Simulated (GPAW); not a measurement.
# BiSb (puckered monolayer): G0W0 on several meshes in GPAW

Aim: the GW shift of BiSb (puckered monolayer) against the k mesh.

Method: LDA and many-body steps on it, plane waves, in GPAW 26.7.0.

### Step 1. The starting structure

The cell holds 4 atoms: 2 Sb and 2 Bi. Its edges and angles: a = 4.710 Å, b = 4.397 Å, c = 13.700 Å, α = 90.0°, β = 90.0°, γ = 90.0°. Vacuum lies along c.

Coordinates:

```xyz
4
Lattice="4.7098 0.0000 0.0000 0.0000 4.3972 0.0000 0.0000 0.0000 13.7000" Properties=species:S:1:pos:R:3
Sb    0.1698    0.0000    8.2307
Bi    2.1572    2.1986    8.3214
Bi    2.5526    2.1986    5.3786
Sb    4.5400    0.0000    5.4693
```

The structure was relaxed with LDA. The runs that relaxed it are not among those shown. Spin-orbit coupling is left out unless a step names it.

### Step 2. Empty states on the mesh, 4×4×1 mesh, 309 bands

This step: GPAW 26.7.0; DFT, LDA, plane waves, PAW.

The sums over transitions need many empty states on a uniform mesh; this step solves for them.

File run.py:

```python
import json
import numpy as np
from gpaw.mpi import world
from gpaw import GPAW

calc = GPAW('gs.gpw').fixed_density(kpts={'size': (4, 4, 1), 'gamma': True},
    nbands=360,
    convergence={'bands': 309},
    txt='nscf.txt')
calc.write('full.gpw', mode='all')
res = {}
kpts = calc.get_ibz_k_points()
res['kpts'] = kpts
res['eigenvalues'] = [calc.get_eigenvalues(kpt=k) for k in range(len(kpts))]
res['n_electrons'] = calc.get_number_of_electrons()

if world.rank == 0:
    with open('result.json', 'w') as f:
        json.dump(res, f, default=lambda x: x.tolist())
```

On the command line:

```
$ mpirun -n 8 gpaw python run.py
```

Numbers of over 12 decimals in the logs are rounded to 6 here.

What it wrote:

```text
Diagonalizing LCAO Hamiltonian
Converting LCAO to pw mode
convergence criteria:
- Maximum integral of absolute [eigenst]ate change: 4e-08 eV^2 / valence electron
maximum number of iterations: 100

SCF iterations
|iter     |     time |      energy | eigst |  dens |
|iter:   1|  |             | +4.21 |       |
|iter:   2|  |             | +3.00 |       |
|iter:   3|  |             | +1.95 |       |
[...]
|iter:  16|  |             | -7.03 |       |
|iter:  17|  |             | -7.31 |       |
|iter:  18|  |             | -7.66c|       |
SCF steps: 18
  __  _  _
 | _ |_)|_||  |
 |__||  | ||/\| - 26.7.0

Input parameters:
  mode=PW(ecut=450.000000),
  convergence={'bands': 309},
  gpts=array([24, 24, 70]),
  kpts=MonkhorstPack(size=(4, 4, 1), gamma=True),
  maxiter=100,
  nbands=360,
  occupations=Occupations(name='fermi-dirac', width=0.001, fixmagmom=False),
  parallel={},
  xc=XC(name='LDA')
# Writing to full.gpw (mode='all')
  [... matrices ...]

timing:  # [seconds]
  Total: 0.187  # ━━━━━━━━━━━━━━━━━━━━━━━━━━━━━━━━━━━━━━━━━━━━━━━━━━━━━━━━━━━
```

Elapsed: 2.6 min, on 8 MPI ranks of Arm Neoverse V2, shared host; peak memory 1.9 GiB.

This step gave:

```yaml
gap: 0.3008 eV
k_of_the_valence_top: 0, 0, 0
k_of_the_conduction_bottom: 0, 0, 0
least_direct_gap: 0.3008 eV
k_points_computed: 9
lowest_point_of_the_top_converged_band_above_the_valence_top: 54.7692 eV
```

On this mesh the gap is 0.301 eV.

### Step 3. 4×4×1

Now the one-shot GW correction: screening in the RPA, then the self-energy of the levels asked for.

This step: G0W0 on LDA, plane waves, PAW.

File run.py:

```python
import json
import numpy as np
from gpaw.mpi import world
from gpaw.response.g0w0 import G0W0

gw = G0W0('full.gpw',
    filename='gw',
    kpts=[0],
    bands=(28, 32),
    ecut=18,
    nbands=49,
    truncation='2D',
    integrate_gamma='sphere',
    q0_correction=True,
    frequencies={'type': 'nonlinear', 'domega0': 0.15, 'omega2': 15.0},
    eta=0.1,
    nblocksmax=True)
gw.calculate()
res = {mode: {k: v for k, v in r.items() if k != 'sigma_eskwn'}
       for mode, r in gw.all_results.items()}

if world.rank == 0:
    with open('result.json', 'w') as f:
        json.dump(res, f, default=lambda x: x.tolist())
```

On the command line:

```
$ mpirun -n 8 gpaw python run.py
```

What it wrote:

```text
Using integrator: PointIntegrator
NonLinearFrequencyDescriptor(from 0.000 to 38.882 eV, 126 points)
Nonperiodic BCs:  [False False  True]
Using integrator: PointIntegrator
NonLinearFrequencyDescriptor(from 0.000 to 38.882 eV, 126 points)
Nonperiodic BCs:  [False False  True]
Applying analytical 2D correction to W:
    Evaluating Gamma point contribution to W on a 23x25x1 grid
  ___  _ _ _
 |   || | | |
 | | || | | |
 |__ ||_____|
 |___|

BZ k-points: Symmetries present (total): 4

  [... matrices ...]
16 k-points: 4 x 4 x 1 Monkhorst-Pack grid + [1/8,1/8,0.000000]
9 k-points in the irreducible part of the Brillouin zone
       k-points in crystal coordinates                weights
   0:     0.00000000    0.00000000    0.00000000          1/16
   1:     0.00000000    0.25000000    0.00000000          2/16
   2:     0.00000000    0.50000000    0.00000000          1/16
   3:     0.25000000    0.00000000    0.00000000          2/16
   4:     0.25000000    0.25000000    0.00000000          4/16
   5:     0.25000000    0.50000000    0.00000000          2/16
   6:     0.50000000    0.00000000    0.00000000          1/16
   7:     0.50000000    0.25000000    0.00000000          2/16
   8:     0.50000000    0.50000000    0.00000000          1/16

Distributing spins, k-points and bands (1 x 1 x 4) over 2 processes
Number of blocks: 4

Quasi particle states:
k-points (IBZ indices): [0]
Band range: (28, 32)
  [... matrices ...]
Computational parameters:
Plane wave cut-off: 18 eV
Number of bands: 49
Coulomb cutoff: 2D
Broadening: 0.1 eV

fxc modes: GW
Kernel: RPA
Using full-frequency real axis integration
Summing all q:

Calculating screened Coulomb potential
2D Coulomb truncation
NonLinearFrequencyDescriptor(from 0.000 to 38.882 eV, 126 points)
Removing empty qpoint cache files...

Calculating chi0 body with:
    Ground state adapter containing:
    Number of spins: 1
    Number of kpoints: 16
    Number of irreducible kpoints: 9
    Number of completely occupied states: 30
    Number of partially occupied states: 30
    Occupied states memory: 18.45703125 M / cpu

    Linear response parametrization:
    q_c: [0.0, 0.0, 0.0]
    Number of frequency points: 126
    Planewave cutoff: 18.0
    Number of bands: 49
    Number of planewaves: 57
    Broadening (eta): 0.1
    comm.size: 8
    kncomm.size: 2
    blockcomm.size: 4

    Memory estimate of potentially large arrays:
        chi0_wGG: 1.561638 M / cpu
Integrating chi0 body.

Symmetries of q_c:
    Direct symmetries (Uq -> q): 4
    Indirect symmetries (TUq -> q): 0
In total 4 allowed symmetries.

  [... matrices ...]
9 groups of equivalent kpoints. 43.75% reduction.

Integral kind: spectral function
Integrating chi0 head and wings.

Symmetries of q_c:
    Direct symmetries (Uq -> q): 4
    Indirect symmetries (TUq -> q): 0
In total 4 allowed symmetries.

  [... matrices ...]
9 groups of equivalent kpoints. 43.75% reduction.

Integral kind: spectral function wings

Calculating chi0 body with:
    Ground state adapter containing:
    Number of spins: 1
    Number of kpoints: 16
    Number of irreducible kpoints: 9
    Number of completely occupied states: 30
    Number of partially occupied states: 30
    Occupied states memory: 18.45703125 M / cpu

    Linear response parametrization:
[... the further q-points ...]

Results:
f:      Occupation numbers
eps:     KS-eigenvalues [eV]
vxc:     KS vxc [eV]
exx:     Exact exchange [eV]
sigma:   Self-energies [eV]
dsigma:  Self-energy derivatives
Z:       Renormalization factors
qp:      QP-energies [eV]

k-point 0 (0): (0.000, 0.000, 0.000)                GW
band       f     eps     vxc     exx   sigma  dsigma       Z      qp
                                                                   GW
  28   1.000  -0.911 -13.356 -14.547   2.248  -0.450   0.690  -0.182
  29   1.000   0.499 -13.973 -14.715   1.856  -0.417   0.706   1.285
  30   0.000   0.800 -10.165  -6.806  -1.841  -0.391   0.719   1.890
  31   0.000   2.757 -10.745  -6.872  -2.191  -0.399   0.715   3.960
```

Wall time 17 s (8 MPI ranks); peak memory 2.7 GiB.

Numbers from this step:

* G0W0 gap on the points computed: 0.6051 eV
* least direct G0W0 gap on the computed points: 0.6051 eV
* Z at the valence top: 0.7056
* Z at the conduction bottom: 0.7187
* starting gap on the mesh: 0.3008 eV
* k of the valence top: 0, 0, 0
* k of the conduction bottom: 0, 0, 0

The gap on the mesh goes from 0.30 eV to 0.61 eV, a correction of +0.30 eV.

### Step 4. Empty states on the mesh, 6×6×1 mesh, 59 bands

This step: DFT, LDA, plane waves, PAW.

File run.py:

```python
import json
import numpy as np
from gpaw.mpi import world
from gpaw import GPAW

calc = GPAW('gs.gpw').fixed_density(kpts={'size': (6, 6, 1), 'gamma': True},
    nbands=68,
    convergence={'bands': 59},
    txt='nscf.txt')
calc.write('full.gpw', mode='all')
res = {}
kpts = calc.get_ibz_k_points()
res['kpts'] = kpts
res['eigenvalues'] = [calc.get_eigenvalues(kpt=k) for k in range(len(kpts))]
res['n_electrons'] = calc.get_number_of_electrons()

if world.rank == 0:
    with open('result.json', 'w') as f:
        json.dump(res, f, default=lambda x: x.tolist())
```

On the command line:

```
$ mpirun -n 8 gpaw python run.py
```

What it wrote:

```text
Diagonalizing LCAO Hamiltonian
Converting LCAO to pw mode
convergence criteria:
- Maximum integral of absolute [eigenst]ate change: 4e-08 eV^2 / valence electron
maximum number of iterations: 100

SCF iterations
|iter     |     time |      energy | eigst |  dens |
|iter:   1|  |             | +2.93 |       |
|iter:   2|  |             | +1.81 |       |
|iter:   3|  |             | +0.95 |       |
[...]
|iter:  14|  |             | -6.41 |       |
|iter:  15|  |             | -7.01 |       |
|iter:  16|  |             | -7.57c|       |
SCF steps: 16
  __  _  _
 | _ |_)|_||  |
 |__||  | ||/\| - 26.7.0

Input parameters:
  mode=PW(ecut=450.000000),
  convergence={'bands': 59},
  gpts=array([24, 24, 70]),
  kpts=MonkhorstPack(size=(6, 6, 1), gamma=True),
  maxiter=100,
  nbands=68,
  occupations=Occupations(name='fermi-dirac', width=0.001, fixmagmom=False),
  parallel={},
  xc=XC(name='LDA')
# Writing to full.gpw (mode='all')
  [... matrices ...]

timing:  # [seconds]
  Total: 0.070  # ━━━━━━━━━━━━━━━━━━━━━━━━━━━━━━━━━━━━━━━━━━━━━━━━━━━━━━━━━━━
```

The job ended after 27 s (8 MPI ranks; peak memory 2 GiB; 3.2 min of CPU time).

This step gave:

```yaml
gap: 0.3008 eV
k_of_the_valence_top: 0, 0, 0
k_of_the_conduction_bottom: 0, 0, 0
least_direct_gap: 0.3008 eV
k_points_computed: 16
lowest_point_of_the_top_converged_band_above_the_valence_top: 11.57 eV
```

On this mesh the gap is 0.301 eV.

### Step 5. 6×6×1

This step: G0W0 on LDA, plane waves, PAW.

File run.py:

```python
import json
import numpy as np
from gpaw.mpi import world
from gpaw.response.g0w0 import G0W0

gw = G0W0('full.gpw',
    filename='gw',
    kpts=[0],
    bands=(28, 32),
    ecut=18,
    nbands=49,
    truncation='2D',
    integrate_gamma='sphere',
    q0_correction=True,
    frequencies={'type': 'nonlinear', 'domega0': 0.15, 'omega2': 15.0},
    eta=0.1,
    nblocksmax=True)
gw.calculate()
res = {mode: {k: v for k, v in r.items() if k != 'sigma_eskwn'}
       for mode, r in gw.all_results.items()}

if world.rank == 0:
    with open('result.json', 'w') as f:
        json.dump(res, f, default=lambda x: x.tolist())
```

On the command line:

```
$ mpirun -n 8 gpaw python run.py
```

What it wrote:

```text
Using integrator: PointIntegrator
NonLinearFrequencyDescriptor(from 0.000 to 38.882 eV, 126 points)
Nonperiodic BCs:  [False False  True]
Using integrator: PointIntegrator
NonLinearFrequencyDescriptor(from 0.000 to 38.882 eV, 126 points)
Nonperiodic BCs:  [False False  True]
Applying analytical 2D correction to W:
    Evaluating Gamma point contribution to W on a 17x17x1 grid
  ___  _ _ _
 |   || | | |
 | | || | | |
 |__ ||_____|
 |___|

BZ k-points: Symmetries present (total): 4

  [... matrices ...]
36 k-points: 6 x 6 x 1 Monkhorst-Pack grid + [1/12,1/12,0.000000]
16 k-points in the irreducible part of the Brillouin zone
       k-points in crystal coordinates                weights
   0:     0.00000000    0.00000000    0.00000000          1/36
   1:     0.00000000    0.16666667    0.00000000          2/36
   2:     0.00000000    0.33333333    0.00000000          2/36
[...]
9:     0.33333333    0.16666667    0.00000000          4/36
          ...
  15:     0.50000000    0.50000000    0.00000000          1/36

Distributing spins, k-points and bands (1 x 1 x 4) over 2 processes
Number of blocks: 4

Quasi particle states:
k-points (IBZ indices): [0]
Band range: (28, 32)
  [... matrices ...]
Computational parameters:
Plane wave cut-off: 18 eV
Number of bands: 49
Coulomb cutoff: 2D
Broadening: 0.1 eV

fxc modes: GW
Kernel: RPA
Using full-frequency real axis integration
Summing all q:

Calculating screened Coulomb potential
2D Coulomb truncation
NonLinearFrequencyDescriptor(from 0.000 to 38.882 eV, 126 points)
Removing empty qpoint cache files...

Calculating chi0 body with:
    Ground state adapter containing:
    Number of spins: 1
    Number of kpoints: 36
    Number of irreducible kpoints: 16
    Number of completely occupied states: 30
    Number of partially occupied states: 30
    Occupied states memory: 18.45703125 M / cpu

    Linear response parametrization:
    q_c: [1.3877787807814457e-17, 1.3877787807814457e-17, 0.0]
    Number of frequency points: 126
    Planewave cutoff: 18.0
    Number of bands: 49
    Number of planewaves: 57
    Broadening (eta): 0.1
    comm.size: 8
    kncomm.size: 2
    blockcomm.size: 4

    Memory estimate of potentially large arrays:
        chi0_wGG: 1.561638 M / cpu
Integrating chi0 body.

Symmetries of q_c:
    Direct symmetries (Uq -> q): 4
    Indirect symmetries (TUq -> q): 0
In total 4 allowed symmetries.

  [... matrices ...]
16 groups of equivalent kpoints. 55.555556% reduction.

Integral kind: spectral function
Integrating chi0 head and wings.

Symmetries of q_c:
    Direct symmetries (Uq -> q): 4
    Indirect symmetries (TUq -> q): 0
In total 4 allowed symmetries.

  [... matrices ...]
16 groups of equivalent kpoints. 55.555556% reduction.

Integral kind: spectral function wings

Calculating chi0 body with:
    Ground state adapter containing:
    Number of spins: 1
    Number of kpoints: 36
    Number of irreducible kpoints: 16
    Number of completely occupied states: 30
    Number of partially occupied states: 30
[... the further q-points ...]

Results:
f:      Occupation numbers
eps:     KS-eigenvalues [eV]
vxc:     KS vxc [eV]
exx:     Exact exchange [eV]
sigma:   Self-energies [eV]
dsigma:  Self-energy derivatives
Z:       Renormalization factors
qp:      QP-energies [eV]

k-point 0 (0): (0.000, 0.000, 0.000)                GW
band       f     eps     vxc     exx   sigma  dsigma       Z      qp
                                                                   GW
  28   1.000  -0.911 -13.356 -14.460   2.200  -0.434   0.697  -0.147
  29   1.000   0.499 -13.973 -14.667   1.860  -0.398   0.715   1.333
  30   0.000   0.800 -10.165  -6.858  -1.839  -0.393   0.718   1.853
  31   0.000   2.757 -10.745  -6.841  -2.228  -0.384   0.723   3.968
```

Elapsed: 45 s, on 8 MPI ranks; peak memory 3.7 GiB; 5.2 min of CPU time.

Numbers from this step:

| Item | Value |
| --- | --- |
| G0W0 gap on the points computed | 0.5200 eV |
| least direct G0W0 gap on the computed points | 0.5200 eV |
| Z at the valence top | 0.7151 |
| Z at the conduction bottom | 0.7177 |
| starting gap on the mesh | 0.3008 eV |
| k of the valence top | 0, 0, 0 |
| k of the conduction bottom | 0, 0, 0 |

Against G0W0 in GPAW (4×4×1 mesh, 49 bands, screening to 18 eV, full frequency, Hilbert transform), the gap moves by −0.085 eV.

### Step 6. Side by side

Times are wall times on 8 MPI ranks of Arm Neoverse V2, shared host, good to a factor of about two.

| run | mesh | bands | screening cutoff (eV) | DFT gap (eV) | gap on the mesh (eV) | direct (eV) | time |
| --- | --- | --- | --- | --- | --- | --- | --- |
| 4×4×1 | 4×4×1 | 49 | 18 | 0.301 | 0.605 | 0.605 | 17 s |
| 6×6×1 | 6×6×1 | 49 | 18 | 0.301 | 0.520 | 0.520 | 45 s |

### Step 7. Outcome

| Item | Value |
| --- | --- |
| 4×4×1 | 0.605 eV |
| 6×6×1 | 0.520 eV |
| known limits | not at the basis limit; model gap, bands may invert with spin-orbit coupling; no spin-orbit coupling |

In words: 6×6×1: −0.085 eV against 4×4×1. Bands and cutoff are finite, so the gap is not at the basis limit. The miss can reach some tenths of an eV and take either sign; the mesh is an error of its own. These stock PAW sets were not made for GW. In the G0W0 runs levels were corrected at 1 k point alone, so a gap called «on the mesh» is the least over those, and an edge elsewhere would be missed. A denser mesh or path gives a starting gap of 0.22 eV: the GW mesh misses a band edge, so its gaps are not the fundamental one. Mesh or cutoff lie under what a gap needs, so these runs test behaviour and cost; their gaps are not to be quoted. Where an edge is built on 6p states of lead, bismuth or thallium, scalar-relativistic gaps usually stand too wide, by a few tenths to over one eV. With atoms this heavy and so narrow a gap, spin-orbit coupling can invert the bands. These scalar-relativistic gaps are then model values, not to be set against experiment, and a spin-orbit change taken from DFT can't simply be added.

[Paths, hosts, dates, memory and timing lines, banners, echoed tables and standing remarks are left out of the program output.]

[Logs are printed without paths, hosts, clocks, repeated set-up lines and the standing remarks that a program may print on its own settings, such as how far it seeks lower states.]

[Runs of the session that timed out or met a known fault of the program may be left out.]

[Hosts, paths, dates, database ids (printed as entryN), source tags and the programs' standing remarks are cut or masked in the printed files.]
